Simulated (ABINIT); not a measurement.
# Al2O3 (Corundum): making up for missing bands

Can a closure trick stand in for empty bands in GW on Al2O3 (Corundum)?

Main program and level: ABINIT 10.8.3; PBE and many-body steps on it, plane waves.

**1. The starting structure**

The structure is trigonal, space group R-3c (No. 167). The conventional cell has a = 4.760 Å, b = 4.760 Å, c = 12.996 Å, α = 90.00°, β = 90.00°, γ = 120.00°. Al has 6 O at 1.85 to 1.97 Å nearest. O has 4 Al at 1.85 to 1.97 Å nearest. Farther neighbours and most contacts between anions are not listed.

The cell and positions come from the Crystallography Open Database and are kept as given unless a step says otherwise.

**2. Empty states on the mesh, 4×4×4 mesh, 123 bands**

This step: ABINIT 10.8.3; DFT, PBE, plane waves, norm-conserving pseudopotentials.

The sums over transitions need many empty states on a uniform mesh; this step solves for them.

Input file run.abi:

```
acell 3*1.0 Angstrom
rprim 
  2.380249999995 1.374237978213 4.331866666707
  -2.380249999995 1.374237978213 4.331866666707
  -0.000000000000 -2.748475956495 4.331866666685
ntypat 2
znucl 13 8
natom 10
typat 1 1 1 1 2 2 2 2 2 2
xred 
  0.352160000000 0.352160000000 0.352160000000
  0.147840000000 0.147840000000 0.147840000000
  0.647840000000 0.647840000000 0.647840000000
  0.852160000000 0.852160000000 0.852160000000
  0.556680000000 0.943320000000 0.250000000000
  0.250000000000 0.556680000000 0.943320000000
  0.943320000000 0.250000000000 0.556680000000
  0.443320000000 0.056680000000 0.750000000000
  0.750000000000 0.443320000000 0.056680000000
  0.056680000000 0.750000000000 0.443320000000
pp_dirpath "pseudos"
pseudos "Al.upf, O.upf"
ecut 36
ngkpt 4 4 4
nshiftk 1
shiftk 0 0 0
kptopt 1
chksymbreak 0
iscf -2
irdden 1
istwfk *1
nband 123
nbdbuf 10
tolwfr 1e-09
nstep 60
prtvol 0
indata_prefix "in"
outdata_prefix "out"
tmpdata_prefix "tmp"
```

On the command line:

```sh
> OMP_NUM_THREADS=1 mpirun -n 4 abinit run.abi > log
```

Numbers of over 12 decimals in the logs are rounded to 6 here.

Output:

```text
.Version 10.8.3 of ABINIT. v10.8.2 released Aug 2026.

 Symmetries : space group R-3 c (#167); Bravais hR (rhombohedral)
[... echo of the input left out ...]
== DATASET  1 ==================================================================
-   mpi_nproc: 4, omp_nthreads: 1 (-1 if OMP is not activated)

--- !DatasetInfo
iteration_state: {dtset: 1, }
dimensions: {natom: 10, nkpt: 13, mband: 123, nsppol: 1, nspinor: 1, nspden: 1, mpw: 5940, }
cutoff_energies: {ecut:  36.0, pawecutdg:  -1.0, }
[...]
2.01203    2.02392    2.02392    2.03167    2.08406    2.09318    2.09318    2.11133
   2.11406    2.12283    2.12283    2.14522    2.14522    2.16098    2.18922    2.18922
   2.18931    2.18931    2.26309
 prteigrs : prtvol=0 or 1, do not print more k-points.

== END DATASET(S) ==============================================================
================================================================================

 -outvars: echo values of variables after computation  --------
            nband         123
             nkpt          13
          spgroup         167
 [... the other variables as echoed above ...]

 Calculation completed.
```

Elapsed: 1.9 min, on 4 MPI ranks of Intel Xeon Platinum 8488C (Sapphire Rapids), shared host; peak memory 0.51 GiB.

This step gave:

* gap: 6.266 eV
* k of the valence top: 0, 0, 0
* k of the conduction bottom: 0, 0, 0
* least direct gap: 6.266 eV
* k points computed: 13
* lowest point of the top converged band, above the valence top: 51.9177 eV

On this mesh the gap is 6.266 eV.

The density comes from a self-consistent run that is not shown.

**3. Screening, 4×4×4 mesh, 113 bands, screening to 122.5 eV**

The RPA dielectric matrix is built and inverted for each q.

This step: RPA screening on PBE, plane waves, norm-conserving pseudopotentials.

Changes to run.abi since step 2:

```diff
@@ -28,10 +28,11 @@
 chksymbreak 0
-iscf -2
-irdden 1
 istwfk *1
-nband 123
-nbdbuf 10
-tolwfr 1e-09
-nstep 60
-prtvol 0
+occopt 1
+irdwfk 1
+optdriver 3
+nband 113
+ecuteps 4.5
+inclvkb 2
+awtr 1
+symchi 1
 indata_prefix "in"
```

Output:

```text
.Version 10.8.3 of ABINIT. v10.8.2 released Aug 2026.

 Symmetries : space group R-3 c (#167); Bravais hR (rhombohedral)
[... echo of the input left out ...]
== DATASET  1 ==================================================================
-   mpi_nproc: 4, omp_nthreads: 1 (-1 if OMP is not activated)

--- !DatasetInfo
iteration_state: {dtset: 1, }
dimensions: {natom: 10, nkpt: 13, mband: 113, nsppol: 1, nspinor: 1, nspden: 1, mpw: 5940, }
cutoff_energies: {ecut:  36.0, pawecutdg:  -1.0, }
electrons: {nelect:   4.80000000E+01, charge:   0.00000000E+00, occopt:   1.00000000E+00, tsmear:   1.00000000E-02, }

 SCREENING: Calculation of the susceptibility and dielectric matrices

 Based on a program developped by R.W. Godby, V. Olevano, G. Onida, and L. Reining.
 Incorporated in ABINIT by V. Olevano, G.-M. Rignanese, and M. Torrent.
.Using double precision arithmetic ; gwpc =  8

[... cell and pseudopotentials left out ...]
--------------------------------------------------------------------------------

 ==== K-mesh for the wavefunctions ====
 Number of points in the irreducible wedge :    13
[... list of points left out ...]
 Together with 12 symmetry operations and time-reversal symmetry
 yields    64 points in the full Brillouin Zone.

 ==== Q-mesh for the screening function ====
 Number of points in the irreducible wedge :    13
[... list of points left out ...]
 Together with 12 symmetry operations and time-reversal symmetry
 yields    64 points in the full Brillouin Zone.

 setmesh: FFT mesh size selected  =    36x   36x   36
          total number of points  =        46656

 vcoul_init : cutoff-mode = AUXILIARY_FUNCTION
 q-points for optical limit:   1
     1)      0.000010    0.000020    0.000030

- screening: taking advantage of time-reversal symmetry
- Maximum band index for partially occupied states nbvw = 24
- Remaining bands to be divided among processors   nbcw = 89
- Number of bands treated by each node ~22

 Number of electrons calculated from density =   48.0000; Expected =   48.0000
 average of density, n =  0.083663
 r_s =    1.4184
 omega_plasma =   27.9012 [eV]

 calculating chi0 at frequencies [eV] :
  1    0.000000E+00    0.000000E+00
  2    0.000000E+00    2.790117E+01

--------------------------------------------------------------------------------
  q-point number  1        q = ( 0.000000, 0.000000, 0.000000) [r.l.u.]
--------------------------------------------------------------------------------
[... chi0 elements left out ...]
 For q-point:  0.000010 0.000020 0.000030
  dielectric constant =   3.0346
  dielectric constant without local fields =   3.2418

  Average fulfillment of the sum rule on Im[epsilon] for q-point    1 :     52.57  [%]
[... wings left out ...]
  q-point number  2        q = ( 0.250000, 0.000000, 0.000000) [r.l.u.]
--------------------------------------------------------------------------------
[... chi0 elements left out ...]
  Average fulfillment of the sum rule on Im[epsilon] for q-point    2 :     64.61  [%]

 [... 11 further q-points ...]
```

The job ended after 4.4 min (4 MPI ranks; peak memory 2.5 GiB; 17 min of CPU time).

Numbers from this step:

* ε∞ with local fields, on this mesh, along the program's q direction: 3.035
* the same without local fields: 3.242
* plasma frequency: 27.90 eV
* plane waves in the screening matrix: 277

Local fields lower ε∞ by 6 %.

**4. 113 bands**

The self-energy is evaluated for the states that the input lists, and the levels follow from it, in one-shot runs by the linearised quasiparticle equation.

This step: G0W0 on PBE, plane waves, norm-conserving pseudopotentials.

Changes to run.abi since step 3:

```diff
@@ -31,8 +31,15 @@
 irdwfk 1
-optdriver 3
+optdriver 4
 nband 113
+gwcalctyp 0
+ecutsigx 36
+symsigma 1
+nkptgw 1
+kptgw 
+  0.0000000000 0.0000000000 0.0000000000
+bdgw 
+  22 26
 ecuteps 4.5
-inclvkb 2
-awtr 1
-symchi 1
+irdscr 1
+ppmodel 1
 indata_prefix "in"
```

Output:

```text
.Version 10.8.3 of ABINIT. v10.8.2 released Aug 2026.

 Symmetries : space group R-3 c (#167); Bravais hR (rhombohedral)
[... echo of the input left out ...]
== DATASET  1 ==================================================================
-   mpi_nproc: 4, omp_nthreads: 1 (-1 if OMP is not activated)

--- !DatasetInfo
iteration_state: {dtset: 1, }
dimensions: {natom: 10, nkpt: 13, mband: 113, nsppol: 1, nspinor: 1, nspden: 1, mpw: 5940, }
cutoff_energies: {ecut:  36.0, pawecutdg:  -1.0, }
electrons: {nelect:   4.80000000E+01, charge:   0.00000000E+00, occopt:   1.00000000E+00, tsmear:   1.00000000E-02, }

 SIGMA: Calculation of the GW corrections

 Based on a program developped by R.W. Godby, V. Olevano, G. Onida, and L. Reining.
 Incorporated in ABINIT by V. Olevano, G.-M. Rignanese, and M. Torrent.
.Using double precision arithmetic ; gwpc =  8

[... cell and pseudopotentials left out ...]
--------------------------------------------------------------------------------

 ==== K-mesh for the wavefunctions ====
 Number of points in the irreducible wedge :    13
[... list of points left out ...]
 Together with 12 symmetry operations and time-reversal symmetry
 yields    64 points in the full Brillouin Zone.

 ==== Q-mesh for screening function ====
 Number of points in the irreducible wedge :    13
[... list of points left out ...]
 Together with 12 symmetry operations and time-reversal symmetry
 yields    64 points in the full Brillouin Zone.

 vcoul_init : cutoff-mode = AUXILIARY_FUNCTION
 q-points for optical limit:   1
     1)      0.000010    0.000020    0.000030
 setmesh: FFT mesh size selected  =    54x   54x   54
          total number of points  =       157464

 Number of electrons calculated from density =   48.0000; Expected =   48.0000
 average of density, n =  0.083663
 r_s =    1.4184
 omega_plasma =   27.9012 [eV]

 === KS Band Gaps ===
  >>>> For spin  1
   Minimum direct gap =   6.2663 [eV], located at k-point      :   0.0000  0.0000  0.0000
   Fundamental gap    =   6.2663 [eV], Top of valence bands at :   0.0000  0.0000  0.0000
                                       Bottom of conduction at :   0.0000  0.0000  0.0000
 SIGMA fundamental parameters:
 PLASMON POLE MODEL  1
 number of plane-waves for SigmaX                 5879
 number of plane-waves for SigmaC and W            277
 number of plane-waves for wavefunctions          5879
 number of bands                                   113
 number of independent spin polarizations            1
 number of spinorial components                      1
 number of k-points in IBZ                          13
 number of q-points in IBZ                          13
 number of symmetry operations                      12
 number of k-points in BZ                           64
 number of q-points in BZ                           64
 number of frequencies for dSigma/dE                 9
 frequency step for dSigma/dE [eV]                0.25
 number of omega for Sigma on real axis              0
 max omega for Sigma on real axis  [eV]           0.00
 zcut for avoiding poles [eV]                     0.10

 EPSILON^-1 parameters (SCR file):
 dimension of the eps^-1 matrix on file            277
 dimension of the eps^-1 matrix used               277
 number of plane-waves for wavefunctions          5879
 number of bands                                   113
 number of q-points in IBZ                          13
 number of frequencies                               2
 number of real frequencies                          1
 number of imag frequencies                          1

 matrix elements of self-energy operator (all in [eV])

 Perturbative Calculation

--- !SelfEnergy_ee
iteration_state: {dtset: 1, }
kpoint     : [   0.000,    0.000,    0.000, ]
spin       : 1
KS_gap     :    6.266
QP_gap     :    8.450
Delta_QP_KS:    2.183
data: !SigmaeeData |
     Band     E0 <VxcDFT>   SigX SigC(E0)      Z dSigC/dE  Sig(E)    E-E0       E
       22   5.137 -20.467 -25.963   4.468   0.819  -0.221 -21.308  -0.841   4.296
       23   5.137 -20.467 -25.963   4.468   0.819  -0.221 -21.308  -0.841   4.296
       24   5.182 -20.398 -25.833   4.419   0.819  -0.220 -21.230  -0.833   4.349
       25  11.448 -13.779  -8.892  -3.308   0.855  -0.169 -12.428   1.351  12.799
       26  14.369 -11.424  -6.101  -3.706   0.863  -0.159 -10.029   1.394  15.763

== END DATASET(S) ==============================================================
================================================================================

 -outvars: echo values of variables after computation  --------
           etotal      0.0000000000E+00
            nband         113
             nkpt          13
          spgroup         167
 [... the other variables as echoed above ...]

 Calculation completed.
```

Elapsed: 12 s, on 4 MPI ranks; peak memory 1.5 GiB; 46 s of CPU time.

Numbers from this step:

```yaml
g0w0_gap_on_the_points_computed: 8.45 eV
starting_gap_on_the_mesh: 6.266 eV
k_of_the_valence_top: 0, 0, 0
k_of_the_conduction_bottom: 0, 0, 0
z_at_the_valence_top: 0.819
z_at_the_conduction_bottom: 0.855
least_direct_g0w0_gap_on_the_computed_points: 8.45 eV
```

The gap on the mesh goes from 6.27 eV to 8.45 eV, a correction of +2.18 eV.

**5. Screening, 4×4×4 mesh, 32 bands, screening to 122.5 eV**

This step: RPA screening on PBE, plane waves, norm-conserving pseudopotentials.

Changes to run.abi since step 4:

```diff
@@ -31,15 +31,8 @@
 irdwfk 1
-optdriver 4
-nband 113
-gwcalctyp 0
-ecutsigx 36
-symsigma 1
-nkptgw 1
-kptgw 
-  0.0000000000 0.0000000000 0.0000000000
-bdgw 
-  22 26
+optdriver 3
+nband 32
 ecuteps 4.5
-irdscr 1
-ppmodel 1
+inclvkb 2
+awtr 1
+symchi 1
 indata_prefix "in"
```

Output:

```text
.Version 10.8.3 of ABINIT. v10.8.2 released Aug 2026.

 Symmetries : space group R-3 c (#167); Bravais hR (rhombohedral)
[... echo of the input left out ...]
== DATASET  1 ==================================================================
-   mpi_nproc: 4, omp_nthreads: 1 (-1 if OMP is not activated)

--- !DatasetInfo
iteration_state: {dtset: 1, }
dimensions: {natom: 10, nkpt: 13, mband: 32, nsppol: 1, nspinor: 1, nspden: 1, mpw: 5940, }
cutoff_energies: {ecut:  36.0, pawecutdg:  -1.0, }
electrons: {nelect:   4.80000000E+01, charge:   0.00000000E+00, occopt:   1.00000000E+00, tsmear:   1.00000000E-02, }

 SCREENING: Calculation of the susceptibility and dielectric matrices

 Based on a program developped by R.W. Godby, V. Olevano, G. Onida, and L. Reining.
 Incorporated in ABINIT by V. Olevano, G.-M. Rignanese, and M. Torrent.
.Using double precision arithmetic ; gwpc =  8

[... cell and pseudopotentials left out ...]
--------------------------------------------------------------------------------

 ==== K-mesh for the wavefunctions ====
 Number of points in the irreducible wedge :    13
[... list of points left out ...]
 Together with 12 symmetry operations and time-reversal symmetry
 yields    64 points in the full Brillouin Zone.

 ==== Q-mesh for the screening function ====
 Number of points in the irreducible wedge :    13
[... list of points left out ...]
 Together with 12 symmetry operations and time-reversal symmetry
 yields    64 points in the full Brillouin Zone.

 setmesh: FFT mesh size selected  =    36x   36x   36
          total number of points  =        46656

 vcoul_init : cutoff-mode = AUXILIARY_FUNCTION
 q-points for optical limit:   1
     1)      0.000010    0.000020    0.000030

- screening: taking advantage of time-reversal symmetry
- Maximum band index for partially occupied states nbvw = 24
- Remaining bands to be divided among processors   nbcw = 8
- Number of bands treated by each node ~2

 Number of electrons calculated from density =   48.0000; Expected =   48.0000
 average of density, n =  0.083663
 r_s =    1.4184
 omega_plasma =   27.9012 [eV]

 calculating chi0 at frequencies [eV] :
  1    0.000000E+00    0.000000E+00
  2    0.000000E+00    2.790117E+01

--------------------------------------------------------------------------------
  q-point number  1        q = ( 0.000000, 0.000000, 0.000000) [r.l.u.]
--------------------------------------------------------------------------------
[... chi0 elements left out ...]
 For q-point:  0.000010 0.000020 0.000030
  dielectric constant =   2.3251
  dielectric constant without local fields =   2.3834

  Average fulfillment of the sum rule on Im[epsilon] for q-point    1 :      7.32  [%]
[... wings left out ...]
  q-point number  2        q = ( 0.250000, 0.000000, 0.000000) [r.l.u.]
--------------------------------------------------------------------------------
[... chi0 elements left out ...]
  Average fulfillment of the sum rule on Im[epsilon] for q-point    2 :     18.73  [%]

 [... 11 further q-points ...]
```

Wall time 41 s (4 MPI ranks); peak memory 1.6 GiB; 2.7 min of CPU time.

This step gave:

```
ε∞ with local fields, on this mesh, along the program's q direction : 2.325
the same without local fields                                       : 2.383
plasma frequency                                                    : 27.90 eV
plane waves in the screening matrix                                 : 277
```

[end of part 1 of 2]

[Paths, hosts, dates, memory and timing lines, banners, echoed tables and standing remarks are left out of the program output.]

[Logs are printed without paths, hosts, clocks, repeated set-up lines and the standing remarks that a program may print on its own settings, such as how far it seeks lower states.]

[Runs of the session that timed out or met a known fault of the program may be left out.]

[No measured gap is set beside runs whose start may be inverted or whose files or cutoffs have a known fault.]

[Hosts, paths, dates, database ids (printed as entryN), source tags and the programs' standing remarks are cut or masked in the printed files.]

[G0W0 gaps are taken among the corrected bands and points alone; a level outside them can change the order at an edge.]

[Where Ansatz stands beside ABINIT at settings called matched, ABINIT's density can come from a denser mesh and the files from another edition; pairs whose starting gaps differed by over 0.03 eV were left out, so agreement reads better than it is.]
